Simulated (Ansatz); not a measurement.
# GaSn (built on the sites of a database entry of AlSn): relaxing the cell for a phonon run

Task: relax GaSn (built on the sites of a database entry of AlSn) tightly.

Calculated with Ansatz 0.2.0; DFT PBEsol, scalar-relativistic, plane waves, norm-conserving pseudopotentials.

Most raw output is cut from this account.

The structure was built from a prototype and need not be the compound's stable phase.

## 1. Starting point

The structure is hexagonal, space group P-6m2 (No. 187). The conventional cell has a = 4.209 Å, b = 4.209 Å, c = 3.316 Å, α = 90.00°, β = 90.00°, γ = 120.00°. Nearest to Ga lie 6 Sn at 2.94 Å. Nearest to Sn lie 6 Ga at 2.94 Å. Farther neighbours are not listed.

## 2. A coarse first look

First a cheap look: the gap decides the mesh and the occupations, the pressure tells how far the cell has to move.

Input file input.yaml:

```yaml
crystal:
  lattice:
    - [4.20919, 0.0, 0.0]
    - [-2.10459, 3.64526, 0.0]
    - [0.0, 0.0, 3.31558]
  atoms:
    - { symbol: Ga, position: [0.0, 0.0, 0.0] }
    - { symbol: Sn, position: [0.33333333, 0.66666667, 0.5] }
kpoints:
  mp_grid: { grid: [6, 6, 6] }
hamiltonian:
  xc: pbesol
  pseudopotentials: { kind: nc }
scf:
  occupations: { method: gaussian, width: 0.1 }
output:
  forces: true
  stress: true
  eigenvalues: true
```

Launch:

```
$ ansatz run input.yaml --threads 8 --pin off --max-ram 14336MiB --backend cpu --events-out ev --progress --plain --runs-dir out
```

It took 0.92 s on 8 threads of Arm Neoverse V1, shared host; peak memory 0.45 GiB.

This step gave:

```
pressure          : -1.896 GPa
volume per atom   : 25.44 Å³
gap on the k-mesh : 0 eV
```

The coarse mesh shows no gap and a pressure of -1.9 GPa.

## 3. Bringing the structure to rest

Harmonic phonons are second derivatives at a point where the forces vanish, and they are wanted at zero stress, so atoms and cell are relaxed first.

Edit input.yaml of step 2 so:

```diff
@@ -9,3 +9,3 @@
 kpoints:
-  mp_grid: { grid: [6, 6, 6] }
+  mp_grid: { grid: [9, 9, 10] }
 hamiltonian:
@@ -19 +19,6 @@
   eigenvalues: true
+relax:
+  adjacent_minimum: "off"
+  f_tol: 0.005
+  max_steps: 80
+  cell: { stress_tol: 0.05 }
```

The job ended after 17 s (8 threads; peak memory 0.61 GiB).

Step by step:

| step | energy less that of the first step (eV) | largest force component (eV/Å) | pressure (GPa) | volume (Å³) |
| --- | --- | --- | --- | --- |
| 1 | 0.0000 | 0.0000 | -2.12 | 50.87 |
| 2 | -0.0150 | 0.0000 | 0.76 | 48.12 |
| 3 | -0.0165 | 0.0000 | -0.12 | 48.75 |
| 4 | -0.0167 | 0.0000 | -0.02 | 48.70 |
| 5* | -0.0165 | 0.0000 | -0.03 | 48.70 |
| 6 | -0.0165 | 0.0000 | 0.00 | 48.68 |
| 7* | -0.0165 | 0.0000 | 0.00 | 48.68 |

Relaxation steps marked * repeat the geometry before them on a plane-wave basis chosen anew for their cell, so energy and pressure can jump there.

The run keeps the 12 symmetry operations that it works with, so distortions that break them were not tested.

| conventional cell, symmetrised | before | after | change |
| --- | --- | --- | --- |
| a (Å) | 4.209 | 4.158 | -1.2 % |
| b (Å) | 4.209 | 4.158 | -1.2 % |
| c (Å) | 3.316 | 3.251 | -1.9 % |
| volume (Å³/atom) | 25.44 | 24.34 | -4.3 % |

The relaxed structure:

```xyz
2
Lattice="4.1579 0.0000 0.0000 -2.0789 3.6008 0.0000 0.0000 0.0000 3.2513" Properties=species:S:1:pos:R:3 pbc="T T T"
Ga    0.0000    0.0000    0.0000
Sn    0.0000    2.4005    1.6257
```

Numbers from this step:

```yaml
pressure: -8.17e-4 GPa
volume_per_atom: 24.34 Å³
```

In this step the volume went from 25.44 to 24.34 Å³/atom.

## 4. Relaxing to small forces for the phonons

Phonons need a cell at rest on their own settings, so the relaxation is repeated with tight tolerances on forces and stress, using the mesh and the filling of the phonon run that follows.

input.yaml, the sections that differ from step 3:

```yaml
crystal:
  lattice:
    - [4.1578536332, -2.8515e-06, 0.0]
    - [-2.0789243471, 3.6008082973, 0.0]
    - [0.0, 0.0, 3.2513211633]
  atoms:
    - { symbol: Ga, position: [0.0, 0.0, 0.0] }
    - { symbol: Sn, position: [0.3333333333, 0.6666666667, 0.5] }
kpoints:
  mp_grid: { grid: [10, 10, 12] }
scf:
  occupations: { method: methfessel_paxton, width: 0.15 }
relax:
  adjacent_minimum: "off"
  f_tol: 0.001
  max_steps: 60
  cell: { stress_tol: 0.01 }
# hamiltonian, output: as in step 3
```

Wall time 39 s (8 threads); peak memory 0.63 GiB.

The steps of the relaxation:

| step | energy less that of the first step (eV) | largest force component (eV/Å) | pressure (GPa) | volume (Å³) |
| --- | --- | --- | --- | --- |
| 1 | 0.0000 | 0.0000 | 0.25 | 48.68 |
| 2 | -0.0020 | 0.0000 | -0.14 | 48.93 |
| 3 | -0.0002 | 0.0000 | -0.95 | 49.01 |
| 4 | -0.0096 | 0.0000 | -0.22 | 48.76 |
| 5 | -0.0029 | 0.0000 | -0.18 | 48.30 |
| 6 | -0.0089 | 0.0000 | -0.04 | 48.36 |
| 7 | -0.0104 | 0.0000 | -0.06 | 48.51 |
| 8 | -0.0104 | 0.0000 | -0.02 | 48.49 |
| 9 | -0.0104 | 0.0000 | 0.00 | 48.47 |
| 10* | -0.0107 | 0.0000 | 0.02 | 48.47 |
| 11 | -0.0107 | 0.0000 | 0.00 | 48.48 |
| 12* | -0.0107 | 0.0000 | 0.00 | 48.48 |

Relaxation steps marked * repeat the geometry before them on a plane-wave basis chosen anew for their cell, so energy and pressure can jump there. Relaxation steps 3, 5, 6 were tried and not accepted.

Forces are held to the 12 operations that the run works with; a distortion that breaks them can't arise in this run.

| conventional cell, symmetrised | before | after | change |
| --- | --- | --- | --- |
| a (Å) | 4.158 | 4.082 | -1.8 % |
| b (Å) | 4.158 | 4.082 | -1.8 % |
| c (Å) | 3.251 | 3.359 | +3.3 % |
| volume (Å³/atom) | 24.34 | 24.24 | -0.4 % |

The relaxed structure:

```xyz
2
Lattice="4.0821 0.0000 0.0000 -2.0411 3.5352 0.0000 0.0000 0.0000 3.3594" Properties=species:S:1:pos:R:3 pbc="T T T"
Ga    0.0000    0.0000    0.0000
Sn    0.0000    2.3568    1.6797
```

This step gave:

| Property | Result |
| --- | --- |
| pressure | 9.53e-4 GPa |
| volume per atom | 24.24 Å³ |

The forces vanish by symmetry and the pressure is 0.001 GPa, within the tolerances set. The cell now holds 24.24 Å³/atom.

## 5. Summary of results

| Item | Value |
| --- | --- |
| space group after relaxation (within 0.01 Å) | P-6m2 |
| lattice constant a | 4.082 Å |
| lattice constant b | 4.082 Å |
| lattice constant c | 3.359 Å |
| volume per atom | 24.2 Å³ |

The forces vanish by symmetry and the pressure is 0.001 GPa, within the tolerances set. The cell now holds 24.24 Å³/atom. The relaxation keeps the symmetry of its start, so it says nothing on stability against lower symmetry. The runs are without spin polarisation, although the cell has an odd electron count. Spin-orbit coupling is left out, which can matter for the heavy elements here. The starting cell was built on a prototype and not taken from a measurement, so the phase need not exist.

[Logs are printed without paths, hosts, clocks, repeated set-up lines and the standing remarks that a program may print on its own settings, such as how far it seeks lower states.]

[Hosts, paths, dates, database ids (printed as entryN), source tags and the programs' standing remarks are cut or masked in the printed files.]
